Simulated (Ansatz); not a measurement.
## Relaxing random rock-salt alloy of LiF and LiH (64 atoms)

How does random rock-salt alloy of LiF and LiH (64 atoms) relax, and what do bonds, charges and levels look like afterwards?

Calculated with Ansatz 0.2.0; Kohn-Sham DFT, r2SCAN, PAW (set soft_2), plane waves.

## (1) The structure

The cell holds 64 atoms: 32 Li, 28 H and 4 F. Its edges and angles: a = 8.152 Å, b = 8.152 Å, c = 8.152 Å, α = 90.0°, β = 90.0°, γ = 90.0°. It derives from LiF (rock-salt) and LiH, repeated 2×2×2. Rock-salt LiF, 2 x 2 x 2 conventional cells, 28 of 32 F sites given to H at random (x = 0.875), lattice by Vegard's rule (a = 4.076 Å); not relaxed, displaced by a Gaussian of 0.02 Å.

Before any run, some limits are plain. The host structure and its lattice constant were typed by rule, without a check against the phase diagram. The Brillouin zone is sampled at Γ only, in a cell whose shortest periodic width is 8 Å.

## (2) Single point at the start

The forces at the start show how far the geometry lies from a minimum of this functional.

input.yaml

```yaml
crystal:
  lattice:
    - [8.152, 0.0, 0.0]
    - [0.0, 8.152, 0.0]
    - [0.0, 0.0, 8.152]
  atoms:
    - { symbol: Li, position: [0.99941, 0.00189, 0.99933] }
    - { symbol: H, position: [0.24761, 0.99982, 0.99748] }
    - { symbol: Li, position: [0.00057, 0.24557, 0.24974] }
    - { symbol: F, position: [0.2468, 0.24986, 0.24851] }
    [... 54 atom lines left out ...]
    - { symbol: Li, position: [0.50029, 0.74983, 0.74819] }
    - { symbol: F, position: [0.7504, 0.74917, 0.74905] }
    - { symbol: Li, position: [0.74949, 0.50095, 0.75065] }
    - { symbol: H, position: [0.50148, 0.49843, 0.74865] }
    - { symbol: Li, position: [0.74674, 0.75371, 0.50105] }
    - { symbol: H, position: [0.50025, 0.74914, 0.50082] }
kpoints:
  mp_grid: { grid: [1, 1, 1] }
hamiltonian:
  xc: r2scan
scf:
  occupations: { method: fixed }
output:
  forces: true
  stress: true
  populations: true
  dos:
    method: { smearing: { sigma: 0.15 } }
    de: 0.1
    projected: { site_lists: { F: [F], H: [H], Li: [Li] } }
  eigenvalues: true
```

Command:

```bash
ansatz run input.yaml --threads 4 --pin off --max-ram 8192MiB --backend cpu --events-out ev --progress --plain --runs-dir out
```

Run time: 17 s. Hardware: 4 threads of Arm Neoverse V2, shared host; peak memory 1.3 GiB.

The run gave:

```
free energy                                      : -10287.4171 eV
free energy per atom                             : -160.7409 eV/atom
SCF cycles                                       : 8
pressure                                         : -0.8992 GPa
r.m.s. force component                           : 0.07238 eV/Å
longest force                                    : 0.2224 eV/Å
Fermi energy                                     : 0.7396 eV
gap (highest filled to lowest empty level) : 4.134 eV
spilling of the projection                       : 0.007449
```

The r.m.s. force component of 0.072 eV/Å and the pressure of -0.90 GPa set the starting point.

Length of the force by element:

| element | coordination | atoms | mean length of the force (eV/Å) | spread | least | most |
| --- | --- | --- | --- | --- | --- | --- |
| F | all | 4 | 0.0994 | 0.0317 | 0.0569 | 0.144 |
| H | all | 28 | 0.107 | 0.038 | 0.0294 | 0.161 |
| Li | all | 32 | 0.128 | 0.0496 | 0.0283 | 0.222 |

## (3) Cell and atoms relaxed

The cell is relaxed with the atoms, since the starting lattice needn't suit this functional.

input.yaml, the sections that differ from step 2:

```yaml
output:
  forces: true
relax:
  f_tol: 0.05
  max_steps: 200
  cell: {}
# crystal, kpoints, hamiltonian, scf: as in step 2
```

Wall time 43 s (4 threads); peak memory 1.3 GiB.

The steps of the relaxation:

```
step  energy less that of the first step (eV)  largest force component (eV/Å)  pressure (GPa)  volume (Å³)
   1                                   0.0000                          0.1690           -0.90       541.74
   2                                   0.1197                          0.4750           -0.15       530.85
   3                                  -0.1644                          0.0159            0.05       528.50
   4                                  -0.1649                          0.0022            0.00       529.07
   5                                  -0.1633                          0.0022            0.00       529.07
```

Relaxation step 2 was tried and not accepted.

```csv
cell as run,before,after,change
a (Å),8.152,8.099,-0.7 %
b (Å),8.152,8.066,-1.1 %
c (Å),8.152,8.099,-0.6 %
β (°),90.00,89.93,-0.1 %
volume (Å³/atom),8.46,8.27,-2.3 %
```

The atoms that moved most (Å, as changes of fractional coordinates times the final cell):

```
atom      dx      dy      dz  length
Li47   0.062   0.037  -0.003   0.072
Li15  -0.023   0.005  -0.054   0.059
Li39  -0.054   0.012  -0.018   0.058
Li45   0.016  -0.033  -0.040   0.055
Li17  -0.029  -0.045   0.012   0.055
 Li7  -0.020   0.013   0.048   0.053
Li11   0.044   0.009   0.025   0.052
 H22   0.047  -0.016  -0.007   0.050
```

The relaxation changed the energy by -2.55 meV/atom, and atoms moved by 0.035 Å r.m.s., 0.072 Å at most.

## (4) Distances and neighbours after relaxation

Density 1.02 g/cm³, 8.267 Å³ an atom.

g(r), total and by pair (bins of 0.2 Å):

| r (Å) | total | Li-Li | Li-H | Li-F | H-H | H-F | F-F |
| --- | --- | --- | --- | --- | --- | --- | --- |
| 2.00 | 4.82 | 0.00 | 9.65 | 9.65 | 0.00 | 0.00 | 0.00 |
| 2.20 | 0.00 | 0.00 | 0.00 | 0.00 | 0.00 | 0.00 | 0.00 |
| 2.40 | 0.00 | 0.00 | 0.00 | 0.00 | 0.00 | 0.00 | 0.00 |
| 2.60 | 0.00 | 0.00 | 0.00 | 0.00 | 0.00 | 0.00 | 0.00 |
| 2.80 | 4.79 | 9.60 | 0.00 | 0.00 | 9.50 | 10.05 | 6.35 |
| 3.00 | 0.00 | 0.00 | 0.00 | 0.00 | 0.00 | 0.00 | 0.00 |
| 3.20 | 0.00 | 0.00 | 0.00 | 0.00 | 0.00 | 0.00 | 0.00 |
| 3.40 | 0.86 | 0.00 | 1.71 | 1.77 | 0.00 | 0.00 | 0.00 |
| 3.60 | 1.28 | 0.00 | 2.57 | 2.52 | 0.00 | 0.00 | 0.00 |
| 3.80 | 0.00 | 0.00 | 0.00 | 0.00 | 0.00 | 0.00 | 0.00 |
| 4.00 | 1.21 | 2.42 | 0.00 | 0.00 | 2.37 | 2.77 | 0.00 |
| 4.20 | 0.00 | 0.00 | 0.00 | 0.00 | 0.00 | 0.00 | 0.00 |
| 4.40 | 0.10 | 0.00 | 0.22 | 0.00 | 0.00 | 0.00 | 0.00 |
| 4.60 | 3.76 | 0.00 | 7.50 | 7.70 | 0.00 | 0.00 | 0.00 |
| 4.80 | 0.00 | 0.00 | 0.00 | 0.00 | 0.00 | 0.00 | 0.00 |
| 5.00 | 3.21 | 6.45 | 0.00 | 0.00 | 6.40 | 6.75 | 4.34 |
| 5.20 | 0.00 | 0.00 | 0.00 | 0.00 | 0.00 | 0.00 | 0.00 |
| 5.40 | 0.00 | 0.00 | 0.00 | 0.00 | 0.00 | 0.00 | 0.00 |
| 5.60 | 0.03 | 0.10 | 0.00 | 0.00 | 0.00 | 0.00 | 0.00 |
| 5.80 | 1.18 | 2.31 | 0.00 | 0.00 | 2.42 | 2.29 | 3.21 |
| 6.00 | 2.67 | 0.00 | 5.35 | 5.35 | 0.00 | 0.00 | 0.00 |
| 6.20 | 0.00 | 0.00 | 0.00 | 0.00 | 0.00 | 0.00 | 0.00 |
| 6.40 | 1.93 | 3.86 | 0.00 | 0.00 | 3.83 | 4.04 | 2.55 |
| 6.60 | 0.52 | 0.00 | 1.05 | 0.89 | 0.00 | 0.00 | 0.00 |
| 6.80 | 1.24 | 0.00 | 2.45 | 2.62 | 0.00 | 0.00 | 0.00 |
| 7.00 | 0.54 | 1.07 | 0.00 | 0.00 | 1.14 | 0.61 | 4.26 |
| 7.20 | 1.17 | 0.00 | 2.28 | 2.73 | 0.00 | 0.00 | 0.00 |
| 7.40 | 0.32 | 0.00 | 0.69 | 0.24 | 0.00 | 0.00 | 0.00 |

## (5) Single point at the relaxed geometry

One more single point at the end of the walk gives the fuller output and checks the residual forces.

input.yaml

```yaml
crystal:
  lattice:
    - [8.09858, -6.0e-05, 0.00463]
    - [-6.0e-05, 8.066, -3.0e-05]
    - [0.00463, -3.0e-05, 8.09927]
  atoms:
    - { symbol: Li, position: [0.99927, 0.00091, 0.99934] }
    - { symbol: H, position: [0.24977, 0.00081, 0.99977] }
    - { symbol: Li, position: [0.00128, 0.24985, 0.25076] }
    - { symbol: F, position: [0.24948, 0.24982, 0.24955] }
    [... 54 atom lines left out ...]
    - { symbol: Li, position: [0.50052, 0.74984, 0.7493] }
    - { symbol: F, position: [0.74943, 0.74983, 0.74957] }
    - { symbol: Li, position: [0.74949, 0.50079, 0.74961] }
    - { symbol: H, position: [0.49968, 0.49972, 0.74983] }
    - { symbol: Li, position: [0.74923, 0.74991, 0.50062] }
    - { symbol: H, position: [0.49956, 0.74981, 0.4997] }
kpoints:
  mp_grid: { grid: [1, 1, 1] }
hamiltonian:
  xc: r2scan
scf:
  occupations: { method: fixed }
output:
  forces: true
  stress: true
  populations: intrinsic
  dos:
    method: { smearing: { sigma: 0.15 } }
    de: 0.1
    projected: { site_lists: { F: [F], H: [H], Li: [Li] } }
  eigenvalues: true
  write_density: true
  write_potential: true
  volumetric_format: npy
```

Wall time 19 s (4 threads); peak memory 1.3 GiB; 46 s of CPU time.

Read from the output:

- free energy: -10287.5804 eV
- free energy per atom: -160.7434 eV/atom
- SCF cycles: 8
- pressure: 0.004054 GPa
- r.m.s. force component: 0.00047 eV/Å
- longest force: 0.00269 eV/Å
- Fermi energy: 0.8372 eV
- gap (highest filled to lowest empty level): 4.166 eV

Intrinsic-atomic-orbital charges by element:

```csv
element,coordination,atoms,mean charge (e),spread,least,most
F,all,4,-0.836,0.0025,-0.840,-0.833
H,all,28,-0.615,0.0053,-0.628,-0.611
Li,all,32,0.643,0.0213,0.618,0.684
```

Density of states as counts of states in windows of 1 eV (from the Fermi level), total and the larger projections:

| from (eV) | to (eV) | total | H s | Li s | F p |
| --- | --- | --- | --- | --- | --- |
| -10 | -7 | 0.0 | 0.0 | 0.0 | 0.0 |
| -7 | -6 | 0.4 | 0.0 | 0.0 | 0.3 |
| -6 | -5 | 23.1 | 1.5 | 2.4 | 18.9 |
| -5 | -4 | 2.6 | 0.2 | 0.3 | 2.0 |
| -4 | -3 | 11.4 | 5.9 | 4.1 | 1.2 |
| -3 | -2 | 24.3 | 19.7 | 3.3 | 0.8 |
| -2 | -1 | 3.7 | 3.2 | 0.3 | 0.0 |
| -1 | 0 | 12.6 | 11.8 | 0.6 | 0.0 |
| 0 | 1 | 1.9 | 1.8 | 0.1 | 0.0 |
| 1 | 3 | 0.0 | 0.0 | 0.0 | 0.0 |
| 3 | 4 | 0.1 | 0.0 | 0.0 | 0.0 |
| 4 | 5 | 5.9 | 0.0 | 0.3 | 0.0 |

With fixed occupations the program's Fermi level is the highest filled level; weight inside the gap is the broadening of levels at its edges.

Between -26 and -10 eV lie 8 more states.

The stored curve holds about 88 of the 152 electrons; the rest, give or take the few that broadening carries across the Fermi level, lie in deeper levels below its range.

The levels nearest the highest filled one (over half full), pooled over k-points and spins:

```
level less the highest filled one (eV)  occupation
                                -0.562           2
                                -0.207           2
                                -0.178           2
                                -0.177           2
                                -0.111           2
                                     0           2
                                  4.17           0
                                  4.20           0
                                  4.27           0
                                  5.57           0
                                  5.64           0
                                  5.81           0
```

Mean intrinsic-atomic-orbital charges: F -0.84, H -0.62, Li +0.64 e.

## (6) What came out

```
energy change in the relaxation                      : -2.551 meV/atom
r.m.s. displacement                                  : 0.035 Å
largest displacement                                 : 0.072 Å
free energy per atom                                 : -160.7434 eV/atom
density                                              : 1.024 g/cm³
pressure                                             : 0.004054 GPa
r.m.s. force component                               : 0.00047 eV/Å
gap (highest filled to lowest empty level)     : 4.166 eV
wall time of the 4 DFT runs, those left out included : 98 s
```

**Reading.** Relaxation lowers the energy by 2.55 meV/atom and moves atoms by 0.035 Å r.m.s.; the r.m.s. force component goes from 0.072 to 4.7e-4 eV/Å, the pressure goes from -0.90 to 0.0041 GPa, and the gap from 4.13 to 4.17 eV. Displacements are taken in the final cell, so they leave out its strain. The r.m.s. move is of the size of the random displacements put into the start (0.035 Å r.m.s. in three dimensions). The cell shrank by 2.3 % in volume. First to last step the energy falls by 0.163 eV; the largest move, 0.07 Å, is that of Li47. Judged within 0.08 Å, the space group went from Pm to Cmmm. The highest filled and lowest empty levels differ by 4.17 eV at Γ alone; the mesh holds the band edges only if they fold onto it, so the gap at this level can be narrower or closed, while semilocal functionals tend to narrow gaps against experiment.

[Logs are printed without paths, hosts, clocks, repeated set-up lines and the standing remarks that a program may print on its own settings, such as how far it seeks lower states.]

[Hosts, paths, dates, database ids (printed as entryN), source tags and the programs' standing remarks are cut or masked in the printed files.]
